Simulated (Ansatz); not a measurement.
# Zn-Ti-Zn stack of (100) layers: electron–phonon coupling and resistivity

Aim: how strongly do electrons couple to phonons in Zn-Ti-Zn stack of (100) layers, and what resistivity does that give?

Main program and level: Ansatz 0.2.0; DFT PBEsol, scalar-relativistic, plane waves, PAW; PAW set soft_1.

Report form: the programs' logs are mostly left out.

## (1) The structure

The cell holds 3 atoms: 2 Zn and 1 Ti. Cell: a = 2.923 Å, b = 2.923 Å, c = 15.133 Å, α = 90.0°, β = 90.0°, γ = 90.0°. Vacuum lies along c.

## (2) Rough relaxation

Large forces or a large pressure at the start call for a first relaxation with loose thresholds.

Input file input.yaml:

```yaml
crystal:
  lattice:
    - [2.92265, 0.0, 0.0]
    - [0.0, 2.92265, 0.0]
    - [0.0, 0.0, 15.13326]
  atoms:
    - { symbol: Zn, position: [0.0, 0.0, 0.36343796] }
    - { symbol: Ti, position: [0.5, 0.5, 0.5] }
    - { symbol: Zn, position: [0.0, 0.0, 0.63656204] }
  periodic: [true, true, false]
kpoints:
  mp_grid: { grid: [6, 6, 1] }
hamiltonian:
  xc: pbesol
  pseudopotentials: { kind: paw, azcp: { folder: soft_1 }, xc_functional: pbe }
scf:
  occupations: { method: gaussian, width: 0.1 }
output:
  forces: true
  stress: true
  eigenvalues: true
relax:
  adjacent_minimum: "off"
  f_tol: 0.05
  max_steps: 80
  cell: { stress_2d_tol: 0.02 }
```

Command:

```console
ansatz run input.yaml --threads 4 --pin off --max-ram 12288MiB --backend cpu --events-out ev --progress --plain --runs-dir out
```

Wall time 9.6 s (4 threads of Arm Neoverse V2, shared host); peak memory 0.58 GiB.

The steps of the relaxation:

```tsv
step	energy less that of the first step (eV)	largest force component (eV/Å)	volume (Å³)
1	0.0000	1.0855	273.91
2	-0.4451	0.4512	263.91
3	-0.5172	0.4293	248.43
4	-0.5528	0.0195	247.54
5	-0.5583	0.0009	242.98
6	-0.5588	0.0002	241.21
7*	-0.5561	0.0006	241.21
```

Relaxation steps marked * repeat the geometry before them on a plane-wave basis chosen anew for their cell, so energy and pressure can jump there.

The run keeps the 16 symmetry operations that it works with, so distortions that break them were not tested.

```tsv
cell as run	before	after	change
a (Å)	2.923	2.743	-6.2 %
b (Å)	2.923	2.743	-6.2 %
```

The atoms that moved most (Å, along periodic axes as changes of fractional coordinates times the final cell, across vacuum about the mean position):

```tsv
atom	dx	dy	dz	length
Zn1	0.000	0.000	0.196	0.196
Zn3	0.000	0.000	-0.196	0.196
```

Final coordinates:

```xyz
3
Lattice="2.7426 0.0000 0.0000 0.0000 2.7426 0.0000 0.0000 0.0000 32.0665" Properties=species:S:1:pos:R:3
Zn    0.0000    0.0000    5.6965
Ti    1.3713    1.3713    7.5666
Zn    0.0000    0.0000    9.4368
```

Numbers from this step:

- metallic on mesh: yes
- gap on the k-mesh: 0 eV

The relaxation ends with a largest force component of 5.8e-4 eV/Å.

## (3) Relaxing cell and atoms

Lattice constant and positions set the bands and the force constants, so the cell is relaxed first.

input.yaml, the sections that differ from step 2:

```yaml
crystal:
  lattice:
    - [2.7426446008, 0.0, 0.0]
    - [0.0, 2.7426446008, 0.0]
    - [0.0, 0.0, 32.0665154298]
  atoms:
    - { symbol: Zn, position: [0.0, 0.0, 0.1776452189] }
    - { symbol: Ti, position: [0.5, 0.5, 0.2359667054] }
    - { symbol: Zn, position: [0.0, 0.0, 0.2942881919] }
  periodic: [true, true, false]
kpoints:
  mp_grid: { grid: [10, 10, 1] }
relax:
  adjacent_minimum: "off"
  f_tol: 0.005
  max_steps: 80
  cell: { stress_2d_tol: 0.02 }
# hamiltonian, scf, output: as in step 2
```

Run time: 8.2 s. Hardware: 4 threads; peak memory 0.6 GiB.

Little changed from the start: no atom moved by 0.005 Å and no cell edge by 0.1 %.

## (4) Relaxing tightly for phonons

Phonons are second derivatives about the minimum, so the remaining forces must be small: the thresholds are tightened.

input.yaml, the sections that differ from step 3:

```yaml
crystal:
  lattice:
    - [2.7408527667, 0.0, 0.0]
    - [0.0, 2.7408527667, 0.0]
    - [0.0, 0.0, 32.0665154298]
  atoms:
    - { symbol: Zn, position: [0.0, 0.0, 0.1775874181] }
    - { symbol: Ti, position: [0.5, 0.5, 0.2359667054] }
    - { symbol: Zn, position: [0.0, 0.0, 0.2943459927] }
  periodic: [true, true, false]
kpoints:
  mp_grid: { grid: [9, 9, 1] }
scf:
  occupations: { method: methfessel_paxton, width: 0.2 }
relax:
  adjacent_minimum: "off"
  f_tol: 0.001
  max_steps: 60
  cell: { stress_2d_tol: 0.002 }
# hamiltonian, output: as in step 3
```

Wall time 9.1 s (4 threads); peak memory 0.59 GiB.

Relaxation path:

```tsv
step	energy less that of the first step (eV)	largest force component (eV/Å)	volume (Å³)
1	0.0000	0.0182	240.89
2	-0.0006	0.0070	241.87
3	-0.0008	0.0017	243.31
4	-0.0008	0.0005	243.26
5	-0.0008	0.0000	243.26
6	-0.0010	0.0000	243.26
```

The log counts 1 steps on a newly chosen plane-wave basis, not all of them marked here; energy and pressure can jump at such steps.

```tsv
cell as run	before	after	change
a (Å)	2.741	2.754	+0.5 %
b (Å)	2.741	2.754	+0.5 %
```

The atoms that moved most (Å, along periodic axes as changes of fractional coordinates times the final cell, across vacuum about the mean position):

```tsv
atom	dx	dy	dz	length
Zn3	0.000	0.000	-0.015	0.015
Zn1	0.000	0.000	0.015	0.015
```

The relaxed structure:

```xyz
3
Lattice="2.7543 0.0000 0.0000 0.0000 2.7543 0.0000 0.0000 0.0000 32.0665" Properties=species:S:1:pos:R:3
Zn    0.0000    0.0000    5.7095
Ti    1.3771    1.3771    7.5666
Zn    0.0000    0.0000    9.4238
```

The relaxation ends with a largest force component of 2.4e-5 eV/Å.

## (5) Lattice stability: q 2×2×1, k 6×6×1

Before any scattering is computed, the phonons show whether the structure is a minimum.

input.yaml, the sections that differ from step 4:

```yaml
crystal:
  lattice:
    - [2.7542926401, 0.0, 0.0]
    - [0.0, 2.7542926401, 0.0]
    - [0.0, 0.0, 32.0665154298]
  atoms:
    - { symbol: Zn, position: [0.0, 0.0, 0.1780514207] }
    - { symbol: Ti, position: [0.5, 0.5, 0.2359667054] }
    - { symbol: Zn, position: [0.0, 0.0, 0.2938819901] }
  periodic: [true, true, false]
kpoints:
  mp_grid: { grid: [6, 6, 1] }
output:
  eigenvalues: true
phonons:
  method: dfpt
  qmesh: [2, 2, 1]
  temperatures: { t_max: 1000, t_step: 50 }
  qpath:
    path: [[0.0, 0.0, 0.0], [0.0, 0.5, 0.0], [0.5, 0.5, 0.0], [0.0, 0.0, 0.0]]
    npoints: 10
# hamiltonian, scf: as in step 4
# relax: removed
```

Wall time 71 s (4 threads); peak memory 0.89 GiB.

Numbers from this step:

```
share of imaginary modes in the plain interpolation between solved wavevectors : 0.0988
highest frequency, solved or plainly interpolated                              : 257.7 cm⁻¹
```

Solved on the 2×2×1 mesh alone; all other wavevectors are interpolated. Phonon branches along the path, in cm⁻¹:

```tsv
point	branch 1	branch 2	branch 3	branch 4	branch 5	branch 6	branch 7	branch 8	branch 9
Γ	0	0	0	106	106	142	201	201	247
halfway	-16	64	85	109	132	141	187	197	233
X	-86	102	102	111	151	157	160	164	258
halfway	-212	112	121	136	143	144	151	213	253
M	-289	131	131	134	134	151	154	248	248
halfway	-134	103	110	127	128	132	162	220	229
Γ	0	0	0	106	106	142	201	201	247
```

Lowest modes at the softest wavevector of the mesh. Modes at q = (0.500, 0.500, 0.000), with each element's share of the kinetic energy (negative means imaginary):

```tsv
mode	frequency (cm⁻¹)	Zn %	Ti %
1	-289.3	0	100
2	130.8	100	0
3	130.8	100	0
4	134.5	94	6
5	134.5	94	6
6	150.8	100	0
```

Displacements in mode 1 (-289.3 cm⁻¹), the largest set to 1, in the home cell:
```
Zn1  0.00  0.00  0.00
Ti2  0.00  0.00 -1.00
Zn3  0.00  0.00  0.00
```

Displacements in mode 5 (134.5 cm⁻¹), the largest set to 1, in the home cell:
```
Zn1 1.00 0.00 0.00
Ti2 0.00 0.41 0.00
Zn3 1.00 0.00 0.00
```

Among the solved wavevectors the lowest mode, translations apart, is -289 cm⁻¹, imaginary.

## (6) Lattice stability: q 3×3×1, k 9×9×1

An imaginary mode on so few k-points may come from the sampling, so the phonons are repeated with another q and k mesh.

input.yaml, as its differences from that of step 5:

```diff
@@ -11,3 +11,3 @@
 kpoints:
-  mp_grid: { grid: [6, 6, 1] }
+  mp_grid: { grid: [9, 9, 1] }
 hamiltonian:
@@ -21,3 +21,3 @@
   method: dfpt
-  qmesh: [2, 2, 1]
+  qmesh: [3, 3, 1]
   temperatures: { t_max: 1000, t_step: 50 }
```

Run time: 2.1 min. Hardware: 4 threads; peak memory 1.5 GiB; 8 min of CPU time.

This step gave:

| Property | Result |
| --- | --- |
| zero point energy | 0.08835 eV/cell |
| share of imaginary modes in the plain interpolation between solved wavevectors | 0 |
| highest frequency, solved or plainly interpolated | 289.4 cm⁻¹ |

Solved on the 3×3×1 mesh alone; all other wavevectors are interpolated. The phonon branches at the labelled points (cm⁻¹):

```tsv
point	branch 1	branch 2	branch 3	branch 4	branch 5	branch 6	branch 7	branch 8	branch 9
Γ	0	0	0	107	107	142	205	205	263
halfway	67	71	105	108	138	139	201	244	249
X	106	110	113	119	150	157	192	228	289
halfway	104	126	131	133	150	153	211	240	281
M	117	117	140	140	156	161	198	275	275
halfway	101	105	120	122	141	142	231	242	242
Γ	0	0	0	107	107	142	205	205	263
```

Lowest modes at the softest wavevector of the mesh. The modes at q = (-0.333, 0.000, 0.000) (shares of kinetic energy by element, %):

```tsv
mode	frequency (cm⁻¹)	Zn %	Ti %
1	86.1	88	12
2	91.7	76	24
3	109.3	100	0
4	115.4	83	17
5	146.8	100	0
6	147.2	100	0
```

Displacements in mode 1 (86.1 cm⁻¹), the largest set to 1, in the home cell (x, y, z of the real part, then of the imaginary part):
```
Zn1  0.00  1.00  0.00  0.00  0.09  0.00
Ti2  0.00  0.35  0.00  0.00 -0.50  0.00
Zn3  0.00  1.00  0.00  0.00  0.09  0.00
```

Displacements in mode 4 (115.4 cm⁻¹), the largest set to 1, in the home cell (x, y, z of the real part, then of the imaginary part):
```
Zn1 -0.04  0.00 -0.99 -0.34  0.00  0.13
Ti2 -0.72  0.00  0.00 -0.30  0.00  0.00
Zn3 -0.04  0.00  0.99 -0.34  0.00 -0.13
```

Among the solved wavevectors the lowest mode, translations apart, is 86.1 cm⁻¹, so these are real on this k mesh. This mesh lacks the wavevector at which the coarser one was unstable.

## (7) Electron–phonon run: q 3×3×1, k 9×9×1, scattering 12×12×1

Phonons, couplings and the Boltzmann equation in one run.

input.yaml, as its differences from that of step 6:

```diff
@@ -26 +26,5 @@
     npoints: 10
+  electrical_resistivity:
+    mesh: [12, 12, 1]
+    temperatures: [20.0, 50.0, 77.0, 100.0, 150.0, 200.0, 300.0, 400.0, 600.0, 800.0]
+  superconductivity: { mesh: [12, 12, 1] }
```

Wall time 3.3 min (4 threads); peak memory 3.3 GiB.

This step gave:

```
cell height                          : 32.07 Å
sheet resistance 300K                : 238.5 Ω/square, mean in the plane
resistivity at 300 K                 : 76.48 μΩ cm, mean of the axes, of the whole cell with its vacuum
coupling constant λ                  : 0.5012
density of states at the Fermi level : 1.171 states/eV a spin and cell
log mean phonon energy ħω_log        : 18.02 meV
transport coupling constant λ_tr     : 0.4871, 0.4871, 0 (xx, yy, zz)
Drude plasma energy                  : 2.642, 2.642, 0 eV (xx, yy, zz), of the whole cell with its vacuum
second-moment phonon energy ħω₂      : 21.28 meV
```

Some states were left unconverged by the eigensolver. By its own test the run is not converged in the mesh. λ = 0.501 and 238 Ω per square at 300 K. By the run's own test λ moves by 14 % between its two finest scattering meshes. A coarser mesh gave an imaginary mode at a wavevector that this mesh lacks.

## (8) Electron–phonon run: scattering mesh 20×20×1

The next rung changes the scattering mesh, which samples the Fermi surface.

input.yaml, as its differences from that of step 7:

```diff
@@ -27,4 +27,4 @@
   electrical_resistivity:
-    mesh: [12, 12, 1]
+    mesh: [20, 20, 1]
     temperatures: [20.0, 50.0, 77.0, 100.0, 150.0, 200.0, 300.0, 400.0, 600.0, 800.0]
-  superconductivity: { mesh: [12, 12, 1] }
+  superconductivity: { mesh: [20, 20, 1] }
```

Elapsed: 3.4 min, on 4 threads; peak memory 3.3 GiB.

This step gave:

```
sheet resistance 300K                : 238.3 Ω/square, mean in the plane
resistivity at 300 K                 : 76.41 μΩ cm, mean of the axes, of the whole cell with its vacuum
coupling constant λ                  : 0.4887
density of states at the Fermi level : 1.146 states/eV a spin and cell
log mean phonon energy ħω_log        : 17.89 meV
transport coupling constant λ_tr     : 0.4588, 0.4588, 0 (xx, yy, zz)
Drude plasma energy                  : 2.571, 2.571, 0 eV (xx, yy, zz), of the whole cell with its vacuum
second-moment phonon energy ħω₂      : 21.20 meV
```

Some states were left unconverged by the eigensolver. By its own test the run is not converged in the mesh. λ = 0.489 and 238 Ω per square at 300 K, against 0.501 and 238 in the run with q 3×3×1, k 9×9×1, scattering 12×12×1 (-2.5 % and -0.1 %). A coarser mesh gave an imaginary mode at a wavevector that this mesh lacks.

## (9) Resistivity: q 3×3×1, k 9×9×1, scattering 16×16×1

input.yaml, as its differences from that of step 8:

```diff
@@ -27,4 +27,4 @@
   electrical_resistivity:
-    mesh: [20, 20, 1]
+    mesh: [16, 16, 1]
     temperatures: [20.0, 50.0, 77.0, 100.0, 150.0, 200.0, 300.0, 400.0, 600.0, 800.0]
-  superconductivity: { mesh: [20, 20, 1] }
+  superconductivity: { mesh: [16, 16, 1] }
```

Wall time 3.3 min (4 threads); peak memory 3.3 GiB; 13 min of CPU time.

Numbers from this step:

| Item | Value |
| --- | --- |
| sheet resistance 300K | 243.7 Ω/square, mean in the plane |
| resistivity at 300 K | 78.14 μΩ cm, mean of the axes, of the whole cell with its vacuum |
| coupling constant λ | 0.4716 |
| density of states at the Fermi level | 1.123 states/eV a spin and cell |
| log mean phonon energy ħω_log | 17.96 meV |
| transport coupling constant λ_tr | 0.4554, 0.4554, 0 (xx, yy, zz) |
| Drude plasma energy | 2.522, 2.522, 0 eV (xx, yy, zz), of the whole cell with its vacuum |
| second-moment phonon energy ħω₂ | 21.22 meV |

Solved on the 3×3×1 mesh alone; all other wavevectors are interpolated. Phonon branches along the path, in cm⁻¹:

(Unchanged from step 6.)

Some states were left unconverged by the eigensolver. By its own test the run is not converged in the mesh. λ = 0.472 and 244 Ω per square at 300 K, against 0.501 and 238 in the run with q 3×3×1, k 9×9×1, scattering 12×12×1 (-5.9 % and +2.2 %). The run's own test puts 8 % between its two finest meshes on the component of the resistivity at 300 K that moves most, more than that change. A coarser mesh gave an imaginary mode at a wavevector that this mesh lacks.

## (10) All levels side by side

Times are for 4 threads of Arm Neoverse V2, shared host. Results by setting:

```tsv
no.	run	sheet resistance 300K (Ω/square, mean in the plane)	coupling constant λ	log mean phonon energy ħω_log (meV)	time	memory (GiB)
1	q 3×3×1, k 9×9×1, scattering 12×12×1	238.5	0.5012	18.02	3.3 min	3.3
2	q 3×3×1, k 9×9×1, scattering 20×20×1	238.3	0.4887	17.89	3.4 min	3.3
3	q 3×3×1, k 9×9×1, scattering 16×16×1	243.7	0.4716	17.96	3.3 min	3.3
```

The Eliashberg function α²F, α²F has structure finer than the step of the table below, so its rows give means over 1 meV, whole bins alone (the curve runs from 0.139 to 35.4 meV). Peaks (meV: height): q 3×3×1, k 9×9×1, scattering 12×12×1 12.6: 0.186, 14.3: 0.394, 15.7: 0.472, 16.8: 0.613, 19.0: 0.353, 25.4: 0.392, 32.6: 0.799; q 3×3×1, k 9×9×1, scattering 20×20×1 14.6: 0.517, 16.2: 0.499, 18.7: 0.250, 25.7: 0.410, 32.6: 0.807; q 3×3×1, k 9×9×1, scattering 16×16×1 12.6: 0.210, 14.6: 0.395, 16.0: 0.298, 16.5: 0.643, 18.7: 0.267, 25.7: 0.379, 32.6: 0.830.

The runs together, line α²F. The Eliashberg function α²F, α²F by phonon energy; means over each step:

```tsv
phonon energy (meV)	q 3×3×1, k 9×9×1, scattering 12×12×1	q 3×3×1, k 9×9×1, scattering 20×20×1	q 3×3×1, k 9×9×1, scattering 16×16×1
1	1.7e-4	4.0e-4	2.5e-4
2	0.00128	0.00271	0.00165
3	0.00386	0.00694	0.00467
4	0.00782	0.00889	0.00959
5	0.0136	0.00961	0.0110
6	0.0179	0.0114	0.0131
7	0.0205	0.0152	0.0166
8	0.0250	0.0200	0.0216
9	0.0310	0.0280	0.0284
10	0.0378	0.0354	0.0336
11	0.0457	0.0441	0.0436
12	0.0939	0.0807	0.0860
13	0.129	0.136	0.131
14	0.310	0.292	0.277
15	0.286	0.286	0.274
16	0.265	0.306	0.270
17	0.380	0.337	0.336
18	0.140	0.139	0.145
19	0.189	0.168	0.156
20	0.0608	0.0882	0.0745
21	0.0978	0.126	0.109
22	0.138	0.143	0.131
23	0.148	0.167	0.157
24	0.175	0.180	0.177
25	0.323	0.262	0.268
26	0.302	0.315	0.292
27	0.206	0.182	0.194
28	0.139	0.144	0.150
29	0.124	0.112	0.110
30	0.133	0.115	0.126
31	0.122	0.125	0.120
32	0.245	0.265	0.233
33	0.526	0.478	0.468
34	0.128	0.0953	0.101
```

## (11) Outcome

| Quantity | Value |
| --- | --- |
| run | PBEsol, q 3×3×1, k 9×9×1, scattering 16×16×1 |
| coupling constant λ | 0.472 |
| log mean phonon energy ħω_log | 18.0 meV |
| states at the Fermi level | 1.12 states/eV/spin/cell |
| sheet resistance at 300 K | 244 Ω per square |
| change between its two finest scattering meshes | λ 4 %, resistivity at 300 K 8 % |
| time of that run | 3.3 min |

**Reading.** On the last rung that gave a resistivity at the base settings (q 3×3×1, k 9×9×1, scattering 16×16×1), Zn-Ti-Zn stack of (100) layers has λ = 0.47 and a phonon-limited sheet resistance of 244 Ω per square at 300 K. Across the runs of step 10 the sheet resistance 300K runs from 238 Ω/square, mean in the plane (q 3×3×1, k 9×9×1, scattering 20×20×1) to 244 Ω/square, mean in the plane (q 3×3×1, k 9×9×1, scattering 16×16×1). The coupling is moderate (λ = 0.47), so phonons raise the electrons' mass at the Fermi surface by about 47 %. The coarsest meshes gave an imaginary mode at a wavevector that the finer q mesh does not hold, so the instability is unseen there and not shown to be gone. Values of ρ(T) under 50 K rest on the softest modes, mostly interpolated ones, and are the least sure of the table. The high-temperature form ρ = 2π k_B T λ_tr/(ħ ε₀ ω_p²) gives 86.5 μΩ cm along x at 300 K, against 78.1 from the Boltzmann equation. Ziman's lowest order at 300 K, 81.6, lies between: the step down to it comes mostly from the finite phonon energies, and the full solution lies lower still, since it lets the current shift to the states that scatter least. By their share in the modes' patterns, Zn atoms take 54 % of λ. The three lowest branches give 35 % of λ. By the run's own test, which takes the component that moves most, the resistivity at 300 K moves by 8 % between its two finest scattering meshes, so it is not converged. Only scattering by harmonic phonons counts; impurities, grain boundaries and thermal expansion are left out. The resistivity belongs to the whole cell, vacuum included; the sheet resistance is the quantity that does not depend on the vacuum. The phonon runs are not spin-polarised. The PAW files were made for PBE; under other functionals the run regenerates their frozen core. The c of the given cell is the typed one; the program laid its own vacuum and ran the layer in a cell 32.1 Å high. The structure was built by hand as an ordered model, and its stability against other phases was not tested.

[Logs are printed without paths, hosts, clocks, repeated set-up lines and the standing remarks that a program may print on its own settings, such as how far it seeks lower states.]

[Hosts, paths, dates, database ids (printed as entryN), source tags and the programs' standing remarks are cut or masked in the printed files.]
